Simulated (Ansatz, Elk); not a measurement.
# How far do independent atoms describe Mg4MnSn?, part 2 of 2

The structure of Mg4MnSn used here is made up (a known structure type with other elements) and was relaxed beforehand with PBEsol. The aim is the Fourier transform of its all-electron density, F(hkl), set beside the sum over free spherical atoms that refinements use.

Elk 11.2.3 (patched build); all-electron DFT.

So far: Starting point; Ground state and structure factors; The magnetisation density; The highest occupied states alone.

The structure was built from a prototype and need not be the compound's stable phase.

**5. Another functional**

Level of this step: DFT, LDA (Perdew-Wang), all-electron APW+lo, Dirac cores, scalar-relativistic bands, static density, ferromagnetic start (Elk).

The difference from free atoms is small, so it is set against the change that LDA (Perdew-Wang) makes.

The input, elk.in:

```
tasks
  0
  195
  196

xctype
  3

spinpol
  .true.

rgkmax
  7.0

gmaxvr
  14.0

lmaxo
  7

lmaxapw
  8

swidth
  0.002

tshift
  .false.

ramdisk
  .false.

hmaxvr
  5.5

maxscl
  120

epspot
  1e-06

reducebf
  0.8

sppath
  './'

avec
  -0.00000000000 7.60308603962 7.60308603962
  7.60308603962 0.00000000000 7.60308603962
  7.60308603962 7.60308603962 0.00000000000

atoms
  3
  'Sn.in'
  1
  0.0000000000 -0.0000000000 -0.0000000000   0.000000 0.000000 0.000000
  'Mn.in'
  1
  0.7500000000 0.7500000000 0.7500000000   0.000000 0.000000 -0.210000
  'Mg.in'
  4
  0.3755413801 0.3755413801 0.8733758598   0.000000 0.000000 0.000000
  0.3755413801 0.8733758598 0.3755413801   0.000000 0.000000 0.000000
  0.3755413801 0.3755413801 0.3755413801   0.000000 0.000000 0.000000
  0.8733758598 0.3755413801 0.3755413801   0.000000 0.000000 0.000000

ngridk
  4 4 4
```

Command:

```console
$ OMP_NUM_THREADS=4 elk
```

Numbers of over 12 decimals in the logs are rounded to 6 here.

What it wrote:

```text
┌─────────────────────────┐
│ Elk code version 11.2.3 │
└─────────────────────────┘

All units are atomic (Hartree, Bohr, etc.)

┌─────────────────────────────────────────────────┐
│ Ground-state run starting from atomic densities │
└─────────────────────────────────────────────────┘

Lattice vectors :
  -0.000000000       7.603086040       7.603086040
   7.603086040       0.000000000       7.603086040
   7.603086040       7.603086040       0.000000000

Reciprocal lattice vectors :
 -0.4131996715      0.4131996715      0.4131996715
[...]
total calculated charge     :    122.9999208
 total charge                :    123.0000000
 error                       :   0.7917558128E-04

Moments :
 interstitial                :  -0.1062170158
 muffin-tins
  species : 1 (Sn)
[...]
species : 2 (Mn)
[...]
species : 3 (Mg)
[...]
atom 3                    :  -0.3057588666E-01
   atom 4                    :  -0.3057588666E-01
 total in muffin-tins        :    3.631908047
 total moment                :    3.525691031

┌──────────────────────────────┐
│ Self-consistent loop stopped │
└──────────────────────────────┘

Wrote STATE.OUT
[key lines of the parts left out:]
total energy                :     -8128.2988413519
```

Elapsed: 75 s, on 4 threads of AMD EPYC 7B13 (Zen 3), shared host; peak memory 0.39 GiB.

Against the first run R = 0.05 %; the largest change is -0.097 at 440. The moment goes from 3.54 to 3.53 μB.

**6. Basis size**

The basis and the expansions that go with it are enlarged, to see whether the differences are converged.

Edit elk.in of step 5 so:

```diff
@@ -6,3 +6,3 @@
 xctype
-  3
+  20
 
@@ -12,12 +12,12 @@
 rgkmax
-  7.0
+  8.5
 
 gmaxvr
-  14.0
+  18.0
 
 lmaxo
-  7
+  9
 
 lmaxapw
-  8
+  10
```

Command:

```console
$ OMP_NUM_THREADS=4 elk
```

What it wrote:

```text
┌─────────────────────────┐
│ Elk code version 11.2.3 │
└─────────────────────────┘

All units are atomic (Hartree, Bohr, etc.)

┌─────────────────────────────────────────────────┐
│ Ground-state run starting from atomic densities │
└─────────────────────────────────────────────────┘

Lattice vectors :
  -0.000000000       7.603086040       7.603086040
   7.603086040       0.000000000       7.603086040
   7.603086040       7.603086040       0.000000000

Reciprocal lattice vectors :
 -0.4131996715      0.4131996715      0.4131996715
[...]
total calculated charge     :    122.9999341
 total charge                :    123.0000000
 error                       :   0.6587283272E-04

Moments :
 interstitial                :  -0.1929232280
 muffin-tins
  species : 1 (Sn)
[...]
species : 2 (Mn)
[...]
species : 3 (Mg)
[...]
atom 3                    :  -0.3523532648E-01
   atom 4                    :  -0.3523532648E-01
 total in muffin-tins        :    3.734809125
 total moment                :    3.541885897

┌──────────────────────────────┐
│ Self-consistent loop stopped │
└──────────────────────────────┘

Wrote STATE.OUT
[key lines of the parts left out:]
total energy                :     -8139.0186276788
```

Wall time 4.6 min (4 threads); peak memory 0.88 GiB; 13 min of CPU time.

Against the first run R = 0.00 %; the largest change is +0.004 at 400. The moment goes from 3.54 to 3.54 μB.

**7. Settings against the effect**

```
                              run  R against the first run (%)  R against neutral atoms, low angle (%)  wall time
                    PBE, rgkmax 7                         0.00                                    0.33      3 min
                LDA (Perdew-Wang)                         0.05                                    0.34       75 s
rgkmax 8.5 with larger expansions                         0.00                                    0.33    4.6 min
```

**8. Summary of results**

```
R against neutral atoms, sin θ/λ < 0.3 Å⁻¹                : 0.33 %
R against neutral atoms, 0.3 to 0.82 Å⁻¹                  : 0.11 %
magnetic form factor over free-ion ⟨j0⟩, 0.12 to 0.35 Å⁻¹ : 1.09
```

Independent neutral atoms miss the calculated amplitudes by R = 0.33 % below 0.3 Å⁻¹ and 0.11 % from there to 0.82 Å⁻¹; by shells, 0.13 % below 0.15 Å⁻¹ (2 forms), 0.35 % 0.15 to 0.3 (6 forms), 0.04 % 0.3 to 0.45 (14 forms), 0.12 % above 0.45 (68 forms). Bonding, aspherical density and the tables' own atoms all enter these figures, and the runs don't part them. The largest change of an amplitude is -0.31 electrons, at 311. R counts amplitudes alone; phases shift too. The relaxation gave a moment of 3.93 μB against 3.54 μB here, so the moment isn't settled. The magnetic order is that of the start. No other order was tried here, and an antiferromagnetic one would change or move the magnetic intensity. Between 0.12 and 0.35 Å⁻¹ the magnetic form factor is 1.09 times the free-ion one; outside the Mn sphere lies 0.39 μB of the opposite sign, which lowers F_M(0) more than the finite-angle terms. The sphere holds 3.94 of the 3.54 μB; that share, the choice of ion, the size of the d shell and its asphericity all move this ratio. The window's part falls from 19.0 electrons at the origin to at most 0.86 between 0.45 and 0.82 Å⁻¹, where compact states inside the window still scatter. Below 0.3 Å⁻¹ the changes that finished (LDA (Perdew-Wang) and rgkmax 8.5 with larger expansions) move F by R = 0.02 % at most, against the 0.33 % that separates it from free atoms. A single amplitude moves by up to 0.10 electrons, against 0.31 for the largest difference from free atoms. The magnetic factors move by R = 2.9 % (LDA (Perdew-Wang)) and 0.2 % (rgkmax 8.5 with larger expansions), so they aren't settled to better than that. The k-mesh has no finished test. Part of the difference isn't bonding: the tables are fits to free atoms and ions calculated by other methods than this functional. Thermal motion, anomalous dispersion and extinction are left out.

[Logs are printed without paths, hosts, clocks, repeated set-up lines and the standing remarks that a program may print on its own settings, such as how far it seeks lower states.]

[Hosts, paths, dates, database ids (printed as entryN), source tags and the programs' standing remarks are cut or masked in the printed files.]
